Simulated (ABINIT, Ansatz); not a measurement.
# Quasiparticle gap of BaTiO3 (P4mm) in ABINIT

Wanted: ground state, empty states, screening and self-energy for BaTiO3 (P4mm).

Program: ABINIT 10.8.3. Level of theory: LDA and many-body steps on it, plane waves. Results are calculated unless marked as measured.

The database entry behind the starting cell differs from later determinations by our own check (c/a about 0.6 % short), so it need not match the best structure at ambient conditions.

### 1. Set-up

The structure is tetragonal, space group P4mm (No. 99). The conventional cell has a = 4.000 Å, b = 4.000 Å, c = 4.018 Å, α = 90.00°, β = 90.00°, γ = 90.00°. Nearest to Ba lie 12 O at 2.79 to 2.88 Å. Nearest to Ti lie 6 O at 1.89 to 2.13 Å. Nearest to O lie 2 Ti at 1.89 to 2.13 Å and 4 Ba at 2.83 Å. O has 2 Ti at 2.00 Å and 4 Ba at 2.79 to 2.88 Å nearest. Farther neighbours and most contacts between anions are not listed.

The cell and positions come from the Crystallography Open Database and are kept as given unless a step says otherwise. Spin-orbit coupling is left out unless a step names it.

### 2. Ground state

This step: ABINIT 10.8.3; DFT, LDA, plane waves, norm-conserving pseudopotentials.

The ground-state density comes first.

Input file run.abi:

```
acell 3*1.0 Angstrom
rprim 
  3.999800000000 0.000000000000 0.000000000000
  0.000000000000 3.999800000000 0.000000000000
  0.000000000000 0.000000000000 4.018000000000
ntypat 3
znucl 56 22 8
natom 5
typat 1 2 3 3 3
xred 
  0.000000000000 0.000000000000 0.000000000000
  0.500000000000 0.500000000000 0.490000000000
  0.500000000000 0.500000000000 0.019000000000
  0.500000000000 0.000000000000 0.517000000000
  0.000000000000 0.500000000000 0.517000000000
pp_dirpath "pseudos"
pseudos "Ba.upf, Ti.upf, O.upf"
ecut 38
ngkpt 6 6 6
nshiftk 1
shiftk 0 0 0
kptopt 1
chksymbreak 0
nband 26
occopt 1
tolvrs 1e-10
nstep 60
prtwf 0
optforces 0
optstress 0
indata_prefix "in"
outdata_prefix "out"
tmpdata_prefix "tmp"
```

The run is started by

```console
$ OMP_NUM_THREADS=1 mpirun -n 8 abinit run.abi > log
```

Numbers of over 12 decimals in the logs are rounded to 6 here.

The program printed:

```text
.Version 10.8.3 of ABINIT. v10.8.2 released Aug 2026.

 Symmetries : space group P4 m m (# 99); Bravais tP (primitive tetrag.)
================================================================================
 Values of the parameters that define the memory need of the present run
     intxc =       0    ionmov =       0      iscf =       7    lmnmax =       6
     lnmax =       6     mgfft =      45  mpssoang =       3    mqgrid =    3001
     natom =       5  nloc_mem =       1    nspden =       1   nspinor =       1
    nsppol =       1      nsym =       8    n1xccc =    2501    ntypat =       3
    occopt =       1   xclevel =       1
-    mband =          26        mffmem =           1         mkmem =           5
       mpw =        4870          nfft =       91125          nkpt =          40
================================================================================
  Rough estimation (10% accuracy) of disk space for files :
================================================================================

--------------------------------------------------------------------------------
------------- Echo of variables that govern the present computation ------------
--------------------------------------------------------------------------------
 -outvars: echo values of preprocessed input variables --------
            acell      1.8897261259E+00  1.8897261259E+00  1.8897261259E+00 Bohr

      chksymbreak           0
             ecut      3.80000000E+01 Hartree
-          fftalg         312

              ixc       -1012
              kpt      0.00000000E+00  0.00000000E+00  0.00000000E+00
                       1.66666667E-01  0.00000000E+00  0.00000000E+00
                       3.33333333E-01  0.00000000E+00  0.00000000E+00
                       5.00000000E-01  0.00000000E+00  0.00000000E+00
                       1.66666667E-01  1.66666667E-01  0.00000000E+00
                       3.33333333E-01  1.66666667E-01  0.00000000E+00
                       5.00000000E-01  1.66666667E-01  0.00000000E+00
                       3.33333333E-01  3.33333333E-01  0.00000000E+00
                       5.00000000E-01  3.33333333E-01  0.00000000E+00
   [... 29 further rows ...]
                       5.00000000E-01  3.33333333E-01  5.00000000E-01
                       5.00000000E-01  5.00000000E-01  5.00000000E-01
         kptrlatt        6    0    0      0    6    0      0    0    6
          kptrlen      4.53511594E+01
P           mkmem           5
            natom           5
            nband          26
            ngfft          45      45      45
             nkpt          40
            nstep          60
             nsym           8
           ntypat           3
              occ      2.000000  2.000000  2.000000  2.000000  2.000000  2.000000
                       2.000000  2.000000  2.000000  2.000000  2.000000  2.000000
                       2.000000  2.000000  2.000000  2.000000  2.000000  2.000000
                       2.000000  2.000000  0.000000  0.000000  0.000000  0.000000
                       0.000000  0.000000
        optforces           0
        optstress           0
            prtwf           0
            rprim      3.9998000000E+00  0.0000000000E+00  0.0000000000E+00
[...]
spgroup          99

           tolvrs      1.00000000E-10

             xred      0.0000000000E+00  0.0000000000E+00  0.0000000000E+00
[...]
znucl       56.00000   22.00000    8.00000

================================================================================

 chkinp: Checking input parameters for consistency.

================================================================================
== DATASET  1 ==================================================================
-   mpi_nproc: 8, omp_nthreads: 1 (-1 if OMP is not activated)

--- !DatasetInfo
iteration_state: {dtset: 1, }
dimensions: {natom: 5, nkpt: 40, mband: 26, nsppol: 1, nspinor: 1, nspden: 1, mpw: 4870, }
cutoff_energies: {ecut:  38.0, pawecutdg:  -1.0, }
electrons: {nelect:   4.00000000E+01, charge:   0.00000000E+00, occopt:   1.00000000E+00, tsmear:   1.00000000E-02, }

 Real(R)+Recip(G) space primitive vectors, cartesian coordinates (Bohr,Bohr^-1):
 R(1)=  7.5585266  0.0000000  0.0000000  G(1)=  0.1323009  0.0000000  0.0000000
 R(2)=  0.0000000  7.5585266  0.0000000  G(2)=  0.0000000  0.1323009  0.0000000
 R(3)=  0.0000000  0.0000000  7.5929196  G(3)=  0.0000000  0.0000000  0.1317016
 Unit cell volume ucvol=  4.3379355E+02 bohr^3
 Angles (23,13,12)=  9.00000000E+01  9.00000000E+01  9.00000000E+01 degrees

 getcut: wavevector=  0.0000  0.0000  0.0000  ngfft=  45  45  45
         ecut(hartree)=     38.000   => boxcut(ratio)=   2.08827

--- Pseudopotential description ------------------------------------------------
- Ba Generated using ONCVPSP code by D. R. Hamann
- 56.00000  10.00000  180309                  znucl, zion, pspdat
12 -1012 2 -1 1912                            pspcod,pspxc,lmax,lloc,mmax
     nproj     2     2     2
  pspatm : epsatm=   25.95172157
         --- l  ekb(1:nproj) -->
[...]
pspatm: atomic psp has been read  and splines computed

- Ti Generated using ONCVPSP code by D. R. Hamann
- 22.00000  12.00000  180309                  znucl, zion, pspdat
12 -1012 2 -1 1568                            pspcod,pspxc,lmax,lloc,mmax
     nproj     2     2     2
  pspatm : epsatm=   14.84363209
         --- l  ekb(1:nproj) -->
[...]
pspatm: atomic psp has been read  and splines computed

- O Generated using ONCVPSP code by D. R. Hamann
-  8.00000   6.00000  201201                  znucl, zion, pspdat
12 -1012 2 -1 926                             pspcod,pspxc,lmax,lloc,mmax
     nproj     2     2     1
  pspatm : epsatm=    6.27558587
         --- l  ekb(1:nproj) -->
[...]
2   -1.033686
 pspatm: atomic psp has been read  and splines computed

   2.38488445E+03                                ecore*ucvol(ha*bohr**3)
--------------------------------------------------------------------------------

_setup2: Arith. and geom. avg. npw (full set) are    4853.144    4853.130

================================================================================

--- !BeginCycle
iteration_state: {dtset: 1, }
solver: {iscf: 7, nstep: 60, nline: 4, wfoptalg: 0, }
tolerances: {tolvrs: 1.00E-10, }

     iter   Etot(hartree)      deltaE(h)  residm     vres2
 ETOT  1  -136.77484594279    -1.368E+02 9.573E-02 1.866E+03
 ETOT  2  -127.56597573393     9.209E+00 2.367E-01 3.452E+04
 ETOT  3  -137.30594444160    -9.740E+00 8.689E-02 5.168E+02
 ETOT  4  -137.32262049448    -1.668E-02 8.853E-02 3.446E+02
 ETOT  5  -137.37577749561    -5.316E-02 1.154E-02 9.580E+01
 ETOT  6  -137.39299104508    -1.721E-02 2.468E-02 1.364E+01
 ETOT  7  -137.39588015252    -2.889E-03 3.826E-02 1.627E-02
 ETOT  8  -137.39583434773     4.580E-05 5.368E-03 2.485E-01
 ETOT  9  -137.39588325127    -4.890E-05 5.246E-03 1.761E-02
 ETOT 10  -137.39588670807    -3.457E-06 4.714E-03 1.548E-03
 ETOT 11  -137.39588701645    -3.084E-07 8.880E-03 5.944E-05
 ETOT 12  -137.39588702860    -1.215E-08 2.274E-03 9.300E-08
 ETOT 13  -137.39588702861    -1.936E-11 1.271E-03 2.609E-08
 ETOT 14  -137.39588702862    -8.555E-12 1.198E-03 2.492E-10
 ETOT 15  -137.39588702863    -2.586E-12 3.987E-04 7.545E-12

 At SCF step   15       vres2   =  7.54E-12 < tolvrs=  1.00E-10 =>converged.

--- !ResultsGS
iteration_state: {dtset: 1, }
comment   : Summary of ground state results
lattice_vectors:
- [  7.5585266,   0.0000000,   0.0000000, ]
- [  0.0000000,   7.5585266,   0.0000000, ]
- [  0.0000000,   0.0000000,   7.5929196, ]
lattice_lengths: [   7.55853,    7.55853,    7.59292, ]
lattice_angles: [ 90.000,  90.000,  90.000, ] # degrees, (23, 13, 12)
lattice_volume:   4.3379355E+02
convergence: {deltae: -2.586E-12, res2:  7.545E-12, residm:  3.987E-04, diffor:  0.000E+00, }
etotal    :  -1.37395887E+02
entropy   :   0.00000000E+00
fermie    :   2.30683409E-01
cartesian_stress_tensor: null
pressure_GPa: null
xred      :
- [  0.0000E+00,   0.0000E+00,   0.0000E+00, Ba]
- [  5.0000E-01,   5.0000E-01,   4.9000E-01, Ti]
- [  5.0000E-01,   5.0000E-01,   1.9000E-02,  O]
- [  5.0000E-01,   0.0000E+00,   5.1700E-01,  O]
- [  0.0000E+00,   5.0000E-01,   5.1700E-01,  O]
cartesian_forces: null
force_length_stats: {min: null, max: null, mean: null, }

 Integrated electronic density in atomic spheres:
 ------------------------------------------------
 Atom  Sphere_radius  Integrated_density
[...]
================================================================================

 ----iterations are completed or convergence reached----

 Mean square residual over all n,k,spin=   40.087E-07; max=  39.869E-05
 reduced coordinates (array xred) for    5 atoms
       0.000000000000      0.000000000000      0.000000000000
       0.500000000000      0.500000000000      0.490000000000
       0.500000000000      0.500000000000      0.019000000000
       0.500000000000      0.000000000000      0.517000000000
       0.000000000000      0.500000000000      0.517000000000
 rms dE/dt=  0.0000E+00; max dE/dt=  0.0000E+00; dE/dt below (all hartree)
    1       0.000000000000      0.000000000000      0.000000000000
    2       0.000000000000      0.000000000000      0.000000000000
    3       0.000000000000      0.000000000000      0.000000000000
    4       0.000000000000      0.000000000000      0.000000000000
    5       0.000000000000      0.000000000000      0.000000000000

 cartesian coordinates (angstrom) at end:
    1      0.000000     0.000000     0.000000
    2      1.999900     1.999900     1.968820
    3      1.999900     1.999900     0.076342
    4      1.999900     0.000000     2.077306
    5      0.000000     1.999900     2.077306
 length scales=  1.889726125908  1.889726125908  1.889726125908 bohr
              =  1.000000000000  1.000000000000  1.000000000000 angstroms
 prteigrs : about to open file out_EIG
 Fermi (or HOMO) energy (hartree) =   0.23068   Average Vxc (hartree)=  -0.43855
 Eigenvalues (hartree) for nkpt=  40  k points:
 kpt#   1, nband= 26, wtk=  0.00463, kpt=  0.0000  0.0000  0.0000 (reduced coord)
  -1.82430   -0.96373   -0.96260   -0.96260   -0.67865   -0.37784   -0.35256   -0.35051
  -0.13235   -0.13235   -0.13228    0.14471    0.14509    0.14509    0.18471    0.18471
   0.18810    0.22010    0.22036    0.22036    0.29471    0.30277    0.30277    0.38078
   0.38425    0.41170
 prteigrs : prtvol=0 or 1, do not print more k-points.

--- !EnergyTerms
iteration_state     : {dtset: 1, }
comment             : Components of total free energy in Hartree
kinetic             :  6.25608111893316E+01
hartree             :  2.96536845409074E+01
xc                  : -2.77225556008937E+01
Ewald energy        : -1.03499980157244E+02
psp_core            :  5.49774073633474E+00
local_psp           : -1.00086460795080E+02
non_local_psp       : -3.79912694198237E+00
total_energy        : -1.37395887028626E+02
total_energy_eV     : -3.73873255054510E+03
band_energy         : -1.09693036246786E+01

== END DATASET(S) ==============================================================
================================================================================

 -outvars: echo values of variables after computation  --------
           etotal     -1.3739588703E+02
            nband          26
             nkpt          40
          spgroup          99
 [... the other variables as echoed above ...]

 Calculation completed.
```

Run time: 88 s. Hardware: 8 MPI ranks of Arm Neoverse N1, shared host; peak memory 0.67 GiB; 12 min of CPU time.

This step gave:

```
total energy               : -3738.7326 eV
gap                        : 1.742 eV
k of the valence top       : 0.5, 0.5, 0.5
k of the conduction bottom : 0, 0, 0
least direct gap           : 2.023 eV
```

The gap is indirect, with the least direct gap 0.28 eV higher.

### 3. Empty states on the mesh, 4×4×4 mesh, 83 bands

The sums over transitions need many empty states on a uniform mesh; this step solves for them.

Changes to run.abi since step 2:

```diff
@@ -18,3 +18,3 @@
 ecut 38
-ngkpt 6 6 6
+ngkpt 4 4 4
 nshiftk 1
@@ -23,9 +23,10 @@
 chksymbreak 0
-nband 26
-occopt 1
-tolvrs 1e-10
+iscf -2
+irdden 1
+istwfk *1
+nband 83
+nbdbuf 6
+tolwfr 1e-09
 nstep 60
-prtwf 0
-optforces 0
-optstress 0
+prtvol 0
 indata_prefix "in"
```

The program printed:

```text
.Version 10.8.3 of ABINIT. v10.8.2 released Aug 2026.

 Symmetries : space group P4 m m (# 99); Bravais tP (primitive tetrag.)
[... echo of the input left out ...]
== DATASET  1 ==================================================================
-   mpi_nproc: 8, omp_nthreads: 1 (-1 if OMP is not activated)

--- !DatasetInfo
iteration_state: {dtset: 1, }
dimensions: {natom: 5, nkpt: 18, mband: 83, nsppol: 1, nspinor: 1, nspden: 1, mpw: 4929, }
cutoff_energies: {ecut:  38.0, pawecutdg:  -1.0, }
electrons: {nelect:   4.00000000E+01, charge:   0.00000000E+00, occopt:   1.00000000E+00, tsmear:   1.00000000E-02, }

 Real(R)+Recip(G) space primitive vectors, cartesian coordinates (Bohr,Bohr^-1):
 R(1)=  7.5585266  0.0000000  0.0000000  G(1)=  0.1323009  0.0000000  0.0000000
 R(2)=  0.0000000  7.5585266  0.0000000  G(2)=  0.0000000  0.1323009  0.0000000
 R(3)=  0.0000000  0.0000000  7.5929196  G(3)=  0.0000000  0.0000000  0.1317016
 Unit cell volume ucvol=  4.3379355E+02 bohr^3
 Angles (23,13,12)=  9.00000000E+01  9.00000000E+01  9.00000000E+01 degrees

 getcut: wavevector=  0.0000  0.0000  0.0000  ngfft=  45  45  45
         ecut(hartree)=     38.000   => boxcut(ratio)=   2.08827

--- Pseudopotential description ------------------------------------------------
- Ba Generated using ONCVPSP code by D. R. Hamann
- 56.00000  10.00000  180309                  znucl, zion, pspdat
12 -1012 2 -1 1912                            pspcod,pspxc,lmax,lloc,mmax
     nproj     2     2     2
  pspatm : epsatm=   25.95172157
         --- l  ekb(1:nproj) -->
             0    6.668455    0.685657
             1    5.046948    0.410312
             2    2.551809    0.419281
 pspatm: atomic psp has been read  and splines computed

- Ti Generated using ONCVPSP code by D. R. Hamann
- 22.00000  12.00000  180309                  znucl, zion, pspdat
12 -1012 2 -1 1568                            pspcod,pspxc,lmax,lloc,mmax
     nproj     2     2     2
  pspatm : epsatm=   14.84363209
         --- l  ekb(1:nproj) -->
[...]
pspatm: atomic psp has been read  and splines computed

- O Generated using ONCVPSP code by D. R. Hamann
-  8.00000   6.00000  201201                  znucl, zion, pspdat
12 -1012 2 -1 926                             pspcod,pspxc,lmax,lloc,mmax
     nproj     2     2     1
  pspatm : epsatm=    6.27558587
         --- l  ekb(1:nproj) -->
[...]
2   -1.033686
 pspatm: atomic psp has been read  and splines computed

--------------------------------------------------------------------------------

================================================================================
 prteigrs : about to open file out_EIG
 Non-SCF case, kpt    1 (  0.00000  0.00000  0.00000), residuals and eigenvalues=
  1.66E-10  5.81E-10  3.18E-10  5.08E-10  1.94E-10  2.61E-10  2.29E-10  2.38E-10
  3.80E-10  8.04E-10  1.51E-10  9.13E-10  1.24E-10  5.52E-10  1.12E-10  2.36E-10
  1.96E-10  7.77E-10  2.63E-10  9.96E-10  8.44E-10  4.08E-10  4.80E-10  7.90E-10
[...]
-1.8243E+00 -9.6373E-01 -9.6260E-01 -9.6260E-01 -6.7865E-01 -3.7784E-01
 -3.5256E-01 -3.5051E-01 -1.3235E-01 -1.3235E-01 -1.3228E-01  1.4471E-01
  1.4509E-01  1.4509E-01  1.8471E-01  1.8471E-01  1.8810E-01  2.2010E-01
[...]
1.6176E+00  1.6180E+00  1.6180E+00  1.7422E+00  1.7980E+00  1.8099E+00
  1.8099E+00  1.8130E+00  1.8291E+00  1.8291E+00  1.8473E+00  1.8601E+00
  1.8643E+00  1.8643E+00  1.8693E+00  1.9039E+00  1.9142E+00
 prteigrs : prtvol=0 or 1, do not print more k-points.

--- !ResultsGS
iteration_state: {dtset: 1, }
comment   : Summary of ground state results
lattice_vectors:
- [  7.5585266,   0.0000000,   0.0000000, ]
- [  0.0000000,   7.5585266,   0.0000000, ]
- [  0.0000000,   0.0000000,   7.5929196, ]
lattice_lengths: [   7.55853,    7.55853,    7.59292, ]
lattice_angles: [ 90.000,  90.000,  90.000, ] # degrees, (23, 13, 12)
lattice_volume:   4.3379355E+02
convergence: {deltae:  0.000E+00, res2:  0.000E+00, residm:  9.985E-10, diffor:  0.000E+00, }
etotal    :  -1.37395887E+02
entropy   :   0.00000000E+00
fermie    :   2.30683409E-01
cartesian_stress_tensor: null
pressure_GPa: null
xred      :
- [  0.0000E+00,   0.0000E+00,   0.0000E+00, Ba]
- [  5.0000E-01,   5.0000E-01,   4.9000E-01, Ti]
- [  5.0000E-01,   5.0000E-01,   1.9000E-02,  O]
- [  5.0000E-01,   0.0000E+00,   5.1700E-01,  O]
- [  0.0000E+00,   5.0000E-01,   5.1700E-01,  O]
cartesian_forces: null
force_length_stats: {min: null, max: null, mean: null, }

 Integrated electronic density in atomic spheres:
 ------------------------------------------------
 Atom  Sphere_radius  Integrated_density
[...]
================================================================================

 ----iterations are completed or convergence reached----

 Mean square residual over all n,k,spin=   46.655E-11; max=  99.847E-11
 reduced coordinates (array xred) for    5 atoms
[...]
0.000000000000      0.500000000000      0.517000000000

 cartesian coordinates (angstrom) at end:
    1      0.000000     0.000000     0.000000
    2      1.999900     1.999900     1.968820
    3      1.999900     1.999900     0.076342
    4      1.999900     0.000000     2.077306
    5      0.000000     1.999900     2.077306
 length scales=  1.889726125908  1.889726125908  1.889726125908 bohr
              =  1.000000000000  1.000000000000  1.000000000000 angstroms
 prteigrs : about to open file out_EIG
 Eigenvalues (hartree) for nkpt=  18  k points:
 kpt#   1, nband= 83, wtk=  0.01563, kpt=  0.0000  0.0000  0.0000 (reduced coord)
[...]
1.57320    1.60097    1.61759    1.61801    1.61801    1.74216    1.79804    1.80991
   1.80991    1.81298    1.82908    1.82908    1.84730    1.86008    1.86429    1.86429
   1.86929    1.90389    1.91417
 prteigrs : prtvol=0 or 1, do not print more k-points.

== END DATASET(S) ==============================================================
================================================================================

 -outvars: echo values of variables after computation  --------
            nband          83
             nkpt          18
          spgroup          99
 [... the other variables as echoed above ...]

 Calculation completed.
```

Run time: 82 s. Hardware: 8 MPI ranks; peak memory 0.63 GiB; 11 min of CPU time.

This step gave:

* gap: 1.742 eV
* k of the valence top: 0.5, 0.5, 0.5
* k of the conduction bottom: 0, 0, 0
* least direct gap: 2.023 eV
* k points computed: 18
* lowest point of the top converged band, above the valence top: 43.28 eV

On this mesh the gap is 1.742 eV.

(Continued in part 2 of 2.)

[Paths, hosts, dates, memory and timing lines, banners, echoed tables and standing remarks are left out of the program output.]

[Logs are printed without paths, hosts, clocks, repeated set-up lines and the standing remarks that a program may print on its own settings, such as how far it seeks lower states.]

[Runs of the session that timed out or met a known fault of the program may be left out.]

[Hosts, paths, dates, database ids (printed as entryN), source tags and the programs' standing remarks are cut or masked in the printed files.]

[G0W0 gaps are taken among the corrected bands and points alone; a level outside them can change the order at an edge.]

[Where Ansatz stands beside ABINIT at settings called matched, ABINIT's density can come from a denser mesh and the files from another edition; pairs whose starting gaps differed by over 0.03 eV were left out, so agreement reads better than it is.]
